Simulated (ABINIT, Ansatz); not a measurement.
**CaC2 (I4/mmm): bands and cutoff in G0W0 with ABINIT**

Wanted: a converged G0W0 gap of CaC2 (I4/mmm), or an estimate of the limit.

Main program and level: ABINIT 10.8.3; PBEsol and many-body steps on it, plane waves.

### Step 1. The starting structure

It takes space group I4/mmm (No. 139, tetragonal). Conventional cell: a = 3.869 Å, b = 3.869 Å, c = 6.404 Å, α = 90.00°, β = 90.00°, γ = 90.00°. Nearest to Ca lie 10 C at 2.58 to 2.81 Å. C has 1 C at 1.25 Å and 5 Ca at 2.58 to 2.81 Å nearest. Farther neighbours are not listed.

The cell and positions are those that the Materials Project relaxed with its own functionals (PBE, PBE+U or r2SCAN), kept fixed.

### Step 2. Empty states on the mesh, 4×4×4 mesh, 125 bands

This step: ABINIT 10.8.3; DFT, PBEsol, plane waves, norm-conserving pseudopotentials.

The sums over transitions need many empty states on a uniform mesh; this step solves for them.

Contents of run.abi:

```
acell 3*1.0 Angstrom
rprim 
  -1.934298599400 1.934298599400 3.202111242500
  1.934298599400 -1.934298599400 3.202111242500
  1.934298599400 1.934298599400 -3.202111242500
ntypat 2
znucl 20 6
natom 3
typat 1 2 2
xred 
  0.000000000000 0.000000000000 0.000000000000
  0.597892720000 0.597892720000 0.000000000000
  0.402107280000 0.402107280000 0.000000000000
pp_dirpath "pseudos"
pseudos "Ca.upf, C.upf"
ecut 37
ngkpt 4 4 4
nshiftk 1
shiftk 0 0 0
kptopt 1
chksymbreak 0
irdden 1
istwfk *1
nband 125
prtvol 0
optdriver 6
gwr_task "HDIAGO"
paral_kgb 0
occopt 1
indata_prefix "in"
outdata_prefix "out"
tmpdata_prefix "tmp"
```

Started as:

```bash
$ OMP_NUM_THREADS=1 mpirun -n 4 abinit run.abi > log
```

The program printed:

```text
.Version 10.8.3 of ABINIT. v10.8.2 released Aug 2026.

 Symmetries : space group I4/m m m (#139); Bravais tI (body-center tetrag.)
[... echo of the input left out ...]
== DATASET  1 ==================================================================
-   mpi_nproc: 4, omp_nthreads: 1 (-1 if OMP is not activated)

--- !DatasetInfo
iteration_state: {dtset: 1, }
dimensions: {natom: 3, nkpt: 13, mband: 125, nsppol: 1, nspinor: 1, nspden: 1, mpw: 3508, }
cutoff_energies: {ecut:  37.0, pawecutdg:  -1.0, }
[...]
Indirect band gap semiconductor
 Fundamental gap:     1.205 (eV)
   VBM:     3.148 (eV) at k: [ 5.0000E-01,  5.0000E-01,  5.0000E-01]
   CBM:     4.353 (eV) at k: [ 5.0000E-01,  5.0000E-01,  0.0000E+00]
 Direct gap:         2.264 (eV) at k: [ 5.0000E-01,  5.0000E-01,  0.0000E+00]

== END DATASET(S) ==============================================================
================================================================================

 -outvars: echo values of variables after computation  --------
           etotal      0.0000000000E+00
            nband         125
             nkpt          13
          spgroup         139
 [... the other variables as echoed above ...]

 Calculation completed.
```

Run time: 1.7 min. Hardware: 4 MPI ranks of Arm Neoverse V2, shared host; peak memory 2.9 GiB.

This step gave:

* gap: 1.205 eV
* k of the valence top: 0.5, 0.5, 0.5
* k of the conduction bottom: 0.5, 0.5, 0
* least direct gap: 2.264 eV
* k points computed: 13
* lowest point of the top converged band, above the valence top: 89.0746 eV

On this mesh the gap is 1.205 eV.

The density comes from a self-consistent run that is not shown.

### Step 3. Screening, 4×4×4 mesh, 22 bands, screening to 62.6 eV

The RPA dielectric matrix is built and inverted for each q.

This step: RPA screening on PBEsol, plane waves, norm-conserving pseudopotentials.

Changes to run.abi since step 2:

```diff
@@ -21,10 +21,11 @@
 chksymbreak 0
-irdden 1
 istwfk *1
-nband 125
-prtvol 0
-optdriver 6
-gwr_task "HDIAGO"
-paral_kgb 0
 occopt 1
+irdwfk 1
+optdriver 3
+nband 22
+ecuteps 2.3
+inclvkb 2
+awtr 1
+symchi 1
 indata_prefix "in"
```

The program printed:

```text
.Version 10.8.3 of ABINIT. v10.8.2 released Aug 2026.

 Symmetries : space group I4/m m m (#139); Bravais tI (body-center tetrag.)
[... echo of the input left out ...]
== DATASET  1 ==================================================================
-   mpi_nproc: 4, omp_nthreads: 1 (-1 if OMP is not activated)

--- !DatasetInfo
iteration_state: {dtset: 1, }
dimensions: {natom: 3, nkpt: 13, mband: 22, nsppol: 1, nspinor: 1, nspden: 1, mpw: 3508, }
cutoff_energies: {ecut:  37.0, pawecutdg:  -1.0, }
electrons: {nelect:   1.80000000E+01, charge:   0.00000000E+00, occopt:   1.00000000E+00, tsmear:   1.00000000E-02, }

 SCREENING: Calculation of the susceptibility and dielectric matrices

 Based on a program developped by R.W. Godby, V. Olevano, G. Onida, and L. Reining.
 Incorporated in ABINIT by V. Olevano, G.-M. Rignanese, and M. Torrent.
.Using double precision arithmetic ; gwpc =  8

[... cell and pseudopotentials left out ...]
--------------------------------------------------------------------------------

 ==== K-mesh for the wavefunctions ====
 Number of points in the irreducible wedge :    13
[... list of points left out ...]
 Together with 16 symmetry operations and time-reversal symmetry
 yields    64 points in the full Brillouin Zone.

 ==== Q-mesh for the screening function ====
 Number of points in the irreducible wedge :    13
[... list of points left out ...]
 Together with 16 symmetry operations and time-reversal symmetry
 yields    64 points in the full Brillouin Zone.

 setmesh: FFT mesh size selected  =    45x   45x   45
          total number of points  =        91125

 vcoul_init : cutoff-mode = AUXILIARY_FUNCTION
 q-points for optical limit:   1
     1)      0.000010    0.000020    0.000030

- screening: taking advantage of time-reversal symmetry
- Maximum band index for partially occupied states nbvw = 9
- Remaining bands to be divided among processors   nbcw = 13
- Number of bands treated by each node ~3

 Number of electrons calculated from density =   18.0000; Expected =   18.0000
 average of density, n =  0.055659
 r_s =    1.6248
 omega_plasma =   22.7574 [eV]

 calculating chi0 at frequencies [eV] :
  1    0.000000E+00    0.000000E+00
  2    0.000000E+00    2.275736E+01

--------------------------------------------------------------------------------
  q-point number  1        q = ( 0.000000, 0.000000, 0.000000) [r.l.u.]
--------------------------------------------------------------------------------
[... chi0 elements left out ...]
 For q-point:  0.000010 0.000020 0.000030
  dielectric constant =   3.5439
  dielectric constant without local fields =   4.0689

  Average fulfillment of the sum rule on Im[epsilon] for q-point    1 :     26.50  [%]
[... wings left out ...]
  q-point number  2        q = ( 0.250000, 0.000000, 0.000000) [r.l.u.]
--------------------------------------------------------------------------------
[... chi0 elements left out ...]
  Average fulfillment of the sum rule on Im[epsilon] for q-point    2 :     51.61  [%]

 [... 11 further q-points ...]
```

Elapsed: 20 s, on 4 MPI ranks; peak memory 1.3 GiB.

Numbers from this step:

```
ε∞ with local fields, on this mesh, along the program's q direction : 3.544
the same without local fields                                       : 4.069
plasma frequency                                                    : 22.76 eV
plane waves in the screening matrix                                 : 61
```

Local fields lower ε∞ by 13 %. On a Γ-centred mesh this coarse the value itself is usually too large, while a short band sum pulls it down.

### Step 4. 22 bands, 62.6 eV

The self-energy is evaluated for the states that the input lists, and the levels follow from it, in one-shot runs by the linearised quasiparticle equation.

This step: G0W0 on PBEsol, plane waves, norm-conserving pseudopotentials.

Changes to run.abi since step 3:

```diff
@@ -24,8 +24,19 @@
 irdwfk 1
-optdriver 3
+optdriver 4
 nband 22
+gwcalctyp 0
+ecutsigx 37
+symsigma 1
+nkptgw 3
+kptgw 
+  0.5000000000 0.5000000000 0.5000000000
+  0.5000000000 0.5000000000 0.0000000000
+  0.0000000000 0.0000000000 0.0000000000
+bdgw 
+  7 11
+  8 11
+  8 11
 ecuteps 2.3
-inclvkb 2
-awtr 1
-symchi 1
+irdscr 1
+ppmodel 1
 indata_prefix "in"
```

The program printed:

```text
.Version 10.8.3 of ABINIT. v10.8.2 released Aug 2026.

 Symmetries : space group I4/m m m (#139); Bravais tI (body-center tetrag.)
[... echo of the input left out ...]
== DATASET  1 ==================================================================
-   mpi_nproc: 4, omp_nthreads: 1 (-1 if OMP is not activated)

--- !DatasetInfo
iteration_state: {dtset: 1, }
dimensions: {natom: 3, nkpt: 13, mband: 22, nsppol: 1, nspinor: 1, nspden: 1, mpw: 3508, }
cutoff_energies: {ecut:  37.0, pawecutdg:  -1.0, }
electrons: {nelect:   1.80000000E+01, charge:   0.00000000E+00, occopt:   1.00000000E+00, tsmear:   1.00000000E-02, }

 SIGMA: Calculation of the GW corrections

 Based on a program developped by R.W. Godby, V. Olevano, G. Onida, and L. Reining.
 Incorporated in ABINIT by V. Olevano, G.-M. Rignanese, and M. Torrent.
.Using double precision arithmetic ; gwpc =  8

[... cell and pseudopotentials left out ...]
--------------------------------------------------------------------------------

 ==== K-mesh for the wavefunctions ====
 Number of points in the irreducible wedge :    13
[... list of points left out ...]
 Together with 16 symmetry operations and time-reversal symmetry
 yields    64 points in the full Brillouin Zone.

 ==== Q-mesh for screening function ====
 Number of points in the irreducible wedge :    13
[... list of points left out ...]
 Together with 16 symmetry operations and time-reversal symmetry
 yields    64 points in the full Brillouin Zone.

 vcoul_init : cutoff-mode = AUXILIARY_FUNCTION
 q-points for optical limit:   1
     1)      0.000010    0.000020    0.000030
 setmesh: FFT mesh size selected  =    72x   72x   72
          total number of points  =       373248

 Number of electrons calculated from density =   18.0000; Expected =   18.0000
 average of density, n =  0.055659
 r_s =    1.6248
 omega_plasma =   22.7574 [eV]

 === KS Band Gaps ===
  >>>> For spin  1
   Minimum direct gap =   2.2640 [eV], located at k-point      :   0.5000  0.5000  0.0000
   Fundamental gap    =   1.2054 [eV], Top of valence bands at :   0.5000  0.5000  0.5000
                                       Bottom of conduction at :   0.5000  0.5000  0.0000
 SIGMA fundamental parameters:
 PLASMON POLE MODEL  1
 number of plane-waves for SigmaX                 3441
 number of plane-waves for SigmaC and W             61
 number of plane-waves for wavefunctions          3441
 number of bands                                    22
 number of independent spin polarizations            1
 number of spinorial components                      1
 number of k-points in IBZ                          13
 number of q-points in IBZ                          13
 number of symmetry operations                      16
 number of k-points in BZ                           64
 number of q-points in BZ                           64
 number of frequencies for dSigma/dE                 9
 frequency step for dSigma/dE [eV]                0.25
 number of omega for Sigma on real axis              0
 max omega for Sigma on real axis  [eV]           0.00
 zcut for avoiding poles [eV]                     0.10

 EPSILON^-1 parameters (SCR file):
 dimension of the eps^-1 matrix on file             61
 dimension of the eps^-1 matrix used                61
 number of plane-waves for wavefunctions          3441
 number of bands                                    22
 number of q-points in IBZ                          13
 number of frequencies                               2
 number of real frequencies                          1
 number of imag frequencies                          1

 matrix elements of self-energy operator (all in [eV])

 Perturbative Calculation

--- !SelfEnergy_ee
iteration_state: {dtset: 1, }
kpoint     : [   0.500,    0.500,    0.500, ]
spin       : 1
KS_gap     :    3.172
QP_gap     :    5.178
Delta_QP_KS:    2.006
data: !SigmaeeData |
     Band     E0 <VxcDFT>   SigX SigC(E0)      Z dSigC/dE  Sig(E)    E-E0       E
        7   1.522 -13.535 -16.713   2.869   0.791  -0.264 -13.779  -0.245   1.277
        8   1.522 -13.535 -16.713   2.869   0.791  -0.264 -13.779  -0.245   1.277
        9   3.148 -14.879 -18.776   4.010   0.787  -0.271 -14.790   0.089   3.237
       10   6.320 -10.688  -5.178  -3.012   0.839  -0.192  -8.593   2.095   8.415
       11   8.997 -10.332  -5.202  -3.025   0.839  -0.192  -8.567   1.765  10.762

--- !SelfEnergy_ee
iteration_state: {dtset: 1, }
kpoint     : [   0.500,    0.500,    0.000, ]
spin       : 1
KS_gap     :    2.264
QP_gap     :    4.214
Delta_QP_KS:    1.950
data: !SigmaeeData |
     Band     E0 <VxcDFT>   SigX SigC(E0)      Z dSigC/dE  Sig(E)    E-E0       E
        8   1.539 -13.469 -16.581   2.745   0.793  -0.261 -13.760  -0.291   1.247
[...]
--- !SelfEnergy_ee
iteration_state: {dtset: 1, }
kpoint     : [   0.000,    0.000,    0.000, ]
spin       : 1
KS_gap     :    4.165
QP_gap     :    6.587
Delta_QP_KS:    2.421
data: !SigmaeeData |
     Band     E0 <VxcDFT>   SigX SigC(E0)      Z dSigC/dE  Sig(E)    E-E0       E
[...]
9   2.152 -13.954 -16.779   2.679   0.795  -0.258 -14.070  -0.116   2.036
       10   6.317 -12.062  -6.650  -2.603   0.820  -0.219  -9.757   2.305   8.623
       11   6.317 -12.062  -6.650  -2.603   0.820  -0.219  -9.757   2.305   8.623

== END DATASET(S) ==============================================================
================================================================================

 -outvars: echo values of variables after computation  --------
           etotal      0.0000000000E+00
            nband          22
             nkpt          13
          spgroup         139
 [... the other variables as echoed above ...]

 Calculation completed.
```

The job ended after 9.6 s (4 MPI ranks; peak memory 1.7 GiB).

This step gave:

| Item | Value |
| --- | --- |
| G0W0 gap on the points computed | 2.924 eV |
| starting gap on the mesh | 1.205 eV |
| k of the valence top | 0.5, 0.5, 0.5 |
| k of the conduction bottom | 0.5, 0.5, 0 |
| Z at the valence top | 0.787 |
| Z at the conduction bottom | 0.828 |
| least direct G0W0 gap on the computed points | 4.214 eV |

The gap on the mesh goes from 1.21 eV to 2.92 eV, a correction of +1.72 eV.

### Step 5. Screening, 4×4×4 mesh, 53 bands, screening to 114.3 eV

This step: RPA screening on PBEsol, plane waves, norm-conserving pseudopotentials.

Changes to run.abi since step 4:

```diff
@@ -24,19 +24,8 @@
 irdwfk 1
-optdriver 4
-nband 22
-gwcalctyp 0
-ecutsigx 37
-symsigma 1
-nkptgw 3
-kptgw 
-  0.5000000000 0.5000000000 0.5000000000
-  0.5000000000 0.5000000000 0.0000000000
-  0.0000000000 0.0000000000 0.0000000000
-bdgw 
-  7 11
-  8 11
-  8 11
-ecuteps 2.3
-irdscr 1
-ppmodel 1
+optdriver 3
+nband 53
+ecuteps 4.2
+inclvkb 2
+awtr 1
+symchi 1
 indata_prefix "in"
```

The program printed:

```text
.Version 10.8.3 of ABINIT. v10.8.2 released Aug 2026.

 Symmetries : space group I4/m m m (#139); Bravais tI (body-center tetrag.)
[... echo of the input left out ...]
== DATASET  1 ==================================================================
-   mpi_nproc: 4, omp_nthreads: 1 (-1 if OMP is not activated)

--- !DatasetInfo
iteration_state: {dtset: 1, }
dimensions: {natom: 3, nkpt: 13, mband: 53, nsppol: 1, nspinor: 1, nspden: 1, mpw: 3508, }
cutoff_energies: {ecut:  37.0, pawecutdg:  -1.0, }
electrons: {nelect:   1.80000000E+01, charge:   0.00000000E+00, occopt:   1.00000000E+00, tsmear:   1.00000000E-02, }

 SCREENING: Calculation of the susceptibility and dielectric matrices

 Based on a program developped by R.W. Godby, V. Olevano, G. Onida, and L. Reining.
 Incorporated in ABINIT by V. Olevano, G.-M. Rignanese, and M. Torrent.
.Using double precision arithmetic ; gwpc =  8

[... cell and pseudopotentials left out ...]
--------------------------------------------------------------------------------

 ==== K-mesh for the wavefunctions ====
 Number of points in the irreducible wedge :    13
[... list of points left out ...]
 Together with 16 symmetry operations and time-reversal symmetry
 yields    64 points in the full Brillouin Zone.

 ==== Q-mesh for the screening function ====
 Number of points in the irreducible wedge :    13
[... list of points left out ...]
 Together with 16 symmetry operations and time-reversal symmetry
 yields    64 points in the full Brillouin Zone.

 setmesh: FFT mesh size selected  =    45x   45x   45
          total number of points  =        91125

 vcoul_init : cutoff-mode = AUXILIARY_FUNCTION
 q-points for optical limit:   1
     1)      0.000010    0.000020    0.000030

- screening: taking advantage of time-reversal symmetry
- Maximum band index for partially occupied states nbvw = 9
- Remaining bands to be divided among processors   nbcw = 44
- Number of bands treated by each node ~11

 Number of electrons calculated from density =   18.0000; Expected =   18.0000
 average of density, n =  0.055659
 r_s =    1.6248
 omega_plasma =   22.7574 [eV]

 calculating chi0 at frequencies [eV] :
  1    0.000000E+00    0.000000E+00
  2    0.000000E+00    2.275736E+01

--------------------------------------------------------------------------------
  q-point number  1        q = ( 0.000000, 0.000000, 0.000000) [r.l.u.]
--------------------------------------------------------------------------------
[... chi0 elements left out ...]
 For q-point:  0.000010 0.000020 0.000030
  dielectric constant =   3.5713
  dielectric constant without local fields =   4.1623

  Average fulfillment of the sum rule on Im[epsilon] for q-point    1 :     56.79  [%]
[... wings left out ...]
  q-point number  2        q = ( 0.250000, 0.000000, 0.000000) [r.l.u.]
--------------------------------------------------------------------------------
[... chi0 elements left out ...]
  Average fulfillment of the sum rule on Im[epsilon] for q-point    2 :     71.24  [%]

 [... 11 further q-points ...]
```

Elapsed: 56 s, on 4 MPI ranks; peak memory 1.9 GiB; 3.7 min of CPU time.

Numbers from this step:

* ε∞ with local fields, on this mesh, along the program's q direction: 3.571
* the same without local fields: 4.162
* plasma frequency: 22.76 eV
* plane waves in the screening matrix: 129

(Part 1 of 2 ends here.)

[Paths, hosts, dates, memory and timing lines, banners, echoed tables and standing remarks are left out of the program output.]

[Logs are printed without paths, hosts, clocks, repeated set-up lines and the standing remarks that a program may print on its own settings, such as how far it seeks lower states.]

[Runs of the session that timed out or met a known fault of the program may be left out.]

[Hosts, paths, dates, database ids (printed as entryN), source tags and the programs' standing remarks are cut or masked in the printed files.]

[G0W0 gaps are taken among the corrected bands and points alone; a level outside them can change the order at an edge.]

[Where Ansatz stands beside ABINIT at settings called matched, ABINIT's density can come from a denser mesh and the files from another edition; pairs whose starting gaps differed by over 0.03 eV were left out, so agreement reads better than it is.]
